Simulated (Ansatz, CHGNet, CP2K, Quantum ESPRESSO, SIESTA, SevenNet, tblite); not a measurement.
# P2_1/m (COD entry) CsBC2F8, displaced supercell (96 atoms): other programs against plane waves

Aim: forces, pressure and gap of P2_1/m (COD entry) CsBC2F8, displaced supercell (96 atoms) at one geometry, from other programs and methods, against plane-wave PBE.

Results are calculated, not measured.

### 1. The structure

The cell holds 96 atoms (8 Cs, 8 B, 16 C and 64 F), with edges of 11.92, 15.26 and 8.30 Å. Recipe: P2_1/m (COD entry) CsBC2F8 (cell 5.958, 7.628, 8.3, 90, 100.5, 90), 2 x 2 x 1 conventional cells; every coordinate displaced by a Gaussian of 0.05 Å. Then every atom was moved at random, 0.05 Å r.m.s. a Cartesian component. The density is 2.86 g/cm³.

### 2. The reference input

Quantum ESPRESSO 7.5: Kohn-Sham DFT, PBE, SSSP efficiency 1.3.0 pseudopotentials, plane waves. Its input, pw.in:

```
&control
  calculation = 'scf'
  pseudo_dir = './pseudo'
  outdir = './tmp'
  disk_io = 'none'
  tprnfor = .true.
  tstress = .true.
/
&system
  ibrav = 0
  nat = 96
  ntyp = 4
  ecutwfc = 60
  ecutrho = 480
  nosym = .true.
  occupations = 'smearing'
  smearing = 'fd'
  degauss = 0.003675
/
&electrons
  conv_thr = 4.8e-07
  electron_maxstep = 100
  mixing_beta = 0.2
  mixing_mode = 'local-TF'
  diagonalization = 'david'
/
ATOMIC_SPECIES
Cs 132.905 Cs.upf
B 10.810 B.upf
C 12.011 C.upf
F 18.998 F.upf
CELL_PARAMETERS angstrom
11.91600 0.00000 0.00000
0.00000 15.25600 0.00000
-1.51250 0.00000 8.16072
ATOMIC_POSITIONS crystal
Cs 0.99374 0.12123 0.20034
Cs 0.49325 0.37613 0.77460
B 0.34321 0.12959 0.79888
B 0.15692 0.37390 0.19752
[... 90 atom lines left out ...]
F 0.61050 0.80760 0.13932
F 0.88776 0.54761 0.87446
K_POINTS gamma
```

```console
$ OMP_NUM_THREADS=1 mpirun -np 4 pw.x -in pw.in > output.txt
```

Run time: 7.4 min. Hardware: 4 MPI ranks of Arm Neoverse V2, shared host; peak memory 4.7 GiB.

It converged with an r.m.s. force component of 2.7 eV/Å and a pressure of 6.6 GPa.

Its highest filled and lowest empty levels lie 4.78 eV apart on its k-points.

### 3. What was run beside it

- CHGNet: machine-learned potential, published weights.
- CP2K 2026.2: Gaussian basis with GTH pseudopotentials and a plane-wave density; labels give functional, basis (MOLOPT sets; SR short-range, UZH the newer set with its own potentials), grid cutoff/relative cutoff and solver (OT: orbital transformation; TRS4, TC2, SIGN: linear-scaling purification with its sparsity filter), or its built-in tight binding.
- SIESTA 5.4.2: numerical atomic orbitals, whose automatically made sets are far from complete, with PseudoDojo norm-conserving potentials that we converted to its format (checked against plane waves on the same files for H, C, O, Si, Ge and Ca alone); labels give functional, basis size, energy shift and mesh cutoff.
- SevenNet: machine-learned potential, published weights.
- tblite 0.8.0: extended tight binding, driven from Python.

All use the same cell and atoms, and the electronic-structure runs the same k-mesh.

### 4. Side by side

Differences are against the reference: forces as r.m.s. over components, share as that over the reference's r.m.s. force, slope as the fitted ratio of a run's forces to the reference's.

```
                                                          run  Δ force, r.m.s. (meV/Å)  share (%)  slope  Δ pressure (GPa)  Δ gap (eV)  cores  CPU time  memory (GiB)
                                                    reference                        -          -      -                 -           -      4    29 min           4.7
                                       CHGNet 0.3.0 potential                      573       21.5  0.991            -0.375           -      1     4.3 s           1.1
CP2K PBE, DZVP-MOLOPT-SR, 300/50 Ry, diagonalisation (coarse)                      228       8.55  1.033             0.704     -0.0358      2   6.7 min           1.7
         CP2K PBE, DZVP-MOLOPT-SR, 600/50 Ry, diagonalisation                      177       6.65  1.032             0.474     -0.0312      4   8.4 min           5.7
                  SIESTA PBE, DZP, shift 0.01 Ry, mesh 200 Ry                      158       5.93  1.043             -1.61      -0.144      2      93 s          0.89
                  SIESTA PBE, DZP, shift 0.01 Ry, mesh 500 Ry                      158       5.93  1.043             -1.63      -0.144      2   5.1 min           2.2
                                         SevenNet 0 potential                      361       13.5  0.923            -0.900           -      1     7.8 s          0.91
                                      SevenNet l3i5 potential                      292       11.0  1.004            0.0279           -      1     9.7 s           1.4
                                              tblite GFN1-xTB                      645       24.2  0.845             -7.15           -      1     3.7 s          0.12
```

Rows marked coarse were listed beforehand as settings not expected to be converged; some can still land near the reference.

Times of the machine-learned potentials are mostly Python's start and the loading of weights.

CPU time is summed over cores on shared hosts, so it is rough.

### 5. Findings

Forces lie from 5.9 % (SIESTA PBE, DZP, shift 0.01 Ry, mesh 200 Ry) to 24 % (tblite GFN1-xTB) of the reference's r.m.s. force of 2.7 eV/Å away from it. The PBE runs in local orbitals, coarse settings apart, differ by 5.9 % (SIESTA PBE, DZP, shift 0.01 Ry, mesh 200 Ry) to 6.6 % (CP2K PBE, DZVP-MOLOPT-SR, 600/50 Ry, diagonalisation); basis, grid and potentials can all enter. Tight binding differs by 24 % (tblite GFN1-xTB); it is another model, with fitted parameters of its own, and the xTB methods hold dispersion. Machine-learned potentials differ by 11 % (SevenNet l3i5 potential) to 21 % (CHGNet 0.3.0 potential); they were trained on other programs' data.

Runs with settings chosen to be coarse differ by 8.5 % (CP2K PBE, DZVP-MOLOPT-SR, 300/50 Ry, diagonalisation), their programs' other errors included. From CP2K PBE, DZVP-MOLOPT-SR, 300/50 Ry, diagonalisation to the finer CP2K PBE, DZVP-MOLOPT-SR, 600/50 Ry, diagonalisation the share falls from 8.5 to 6.6 %. From SIESTA PBE, DZP, shift 0.01 Ry, mesh 200 Ry to the finer SIESTA PBE, DZP, shift 0.01 Ry, mesh 500 Ry the share goes from 5.93 to 5.93 %, so the grid isn't what parts these runs from the reference. Pressures at PBE, coarse settings apart, lie -1.63 to +0.47 GPa from the reference's. Gaps at PBE, coarse settings apart, lie -0.14 to -0.03 eV from the reference's, on k-points that hold the band edges only if these fold onto them.

Caveats: Periodic xTB results under one method name differ between programs and library versions. The reference's pressure holds the uncorrected Pulay stress of its 60 Ry basis, so small pressure differences may be the reference's own error. In our tests on small cells the SSSP efficiency potentials stood apart from two norm-conserving sets, for C–F bonds most and for P–O bonds less, so differences from this reference needn't be the other run's error. Machine-learned potentials mimic data converged in k, so the reference's own k-point error enters their differences. The published positions, changed by the recipe (random displacements or longer bonds to H), lie far from the minimum at this level of theory. The electronic-structure runs sample only Γ, in a cell whose shortest periodic width is 8 Å. Spin–orbit coupling is left out, which matters for the levels of the heavy elements. The reference's pressure of 6.6 GPa reflects the volume that the recipe set, positions that aren't this level's minimum and the coarse k-sampling. Where levels are smeared, the DFT runs use Fermi–Dirac occupations at 580 K (0.05 eV), and energies are free energies. The atoms were displaced at random, and shares hang on the size of the forces that this gives. The reference's cutoffs and mesh weren't converged further here.

[Logs are printed without paths, hosts, clocks, repeated set-up lines and the standing remarks that a program may print on its own settings, such as how far it seeks lower states.]

[Hosts, paths, dates, database ids (printed as entryN), source tags and the programs' standing remarks are cut or masked in the printed files.]

[Cells were taken only where this reference lay near another plane-wave run.]
